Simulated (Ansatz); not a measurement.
# Direct or indirect: MoS2 (R3m)

```yaml
crystal:
  lattice:
    - [1.58000, 0.91221, 6.15000]
    - [-1.58000, 0.91221, 6.15000]
    - [0.00000, -1.82443, 6.15000]
  atoms:
    - { symbol: Mo, position: [0.00000, 0.00000, 0.00000] }
    - { symbol: S, position: [0.41700, 0.41700, 0.41700] }
    - { symbol: S, position: [0.25000, 0.25000, 0.25000] }
```

Method: Ansatz, PBE, independent particles, without spin-orbit coupling, line width 0.15 eV (Gaussian). The band structure gives a fundamental gap of 0.93 eV. The spectrum of vertical transitions near the edge:

| E (eV) | Im ε, E ∥ xy | Im ε, E ∥ z |
| --- | --- | --- |
| 0.48 | 0.00 | 0.00 |
| 0.60 | 0.00 | 0.00 |
| 0.72 | 0.00 | 0.00 |
| 0.84 | 0.00 | 0.00 |
| 0.96 | 0.00 | 0.00 |
| 1.08 | 0.00 | 0.00 |
| 1.20 | 0.00 | 0.00 |
| 1.32 | 0.00 | 0.00 |
| 1.44 | 0.05 | 0.00 |
| 1.56 | 0.73 | 0.00 |
| 1.68 | 3.42 | 0.00 |
| 1.80 | 6.77 | 0.01 |
| 1.92 | 7.78 | 0.03 |
| 2.04 | 7.65 | 0.05 |
| 2.16 | 7.93 | 0.17 |
| 2.28 | 10.12 | 0.85 |
| 2.40 | 15.68 | 2.95 |
| 2.52 | 23.37 | 5.04 |
| 2.64 | 28.96 | 5.20 |
| 2.76 | 32.16 | 4.59 |
| 2.88 | 33.43 | 4.11 |
| 3.00 | 30.88 | 3.89 |

(1) Is the gap direct or indirect, and about where do vertical transitions set in?

Results:

(1) Indirect, by the band path, whose least direct gap is 1.72 eV. The curves fit this: they stay near zero above 0.93 eV and rise only from about 1.7 eV, though a forbidden direct transition would look alike. Lines are broadened by 0.15 eV, which spreads the edge, and phonons, which would give weak absorption from the fundamental gap up, are left out.

[Logs are printed without paths, hosts, clocks, repeated set-up lines and the standing remarks that a program may print on its own settings, such as how far it seeks lower states.]
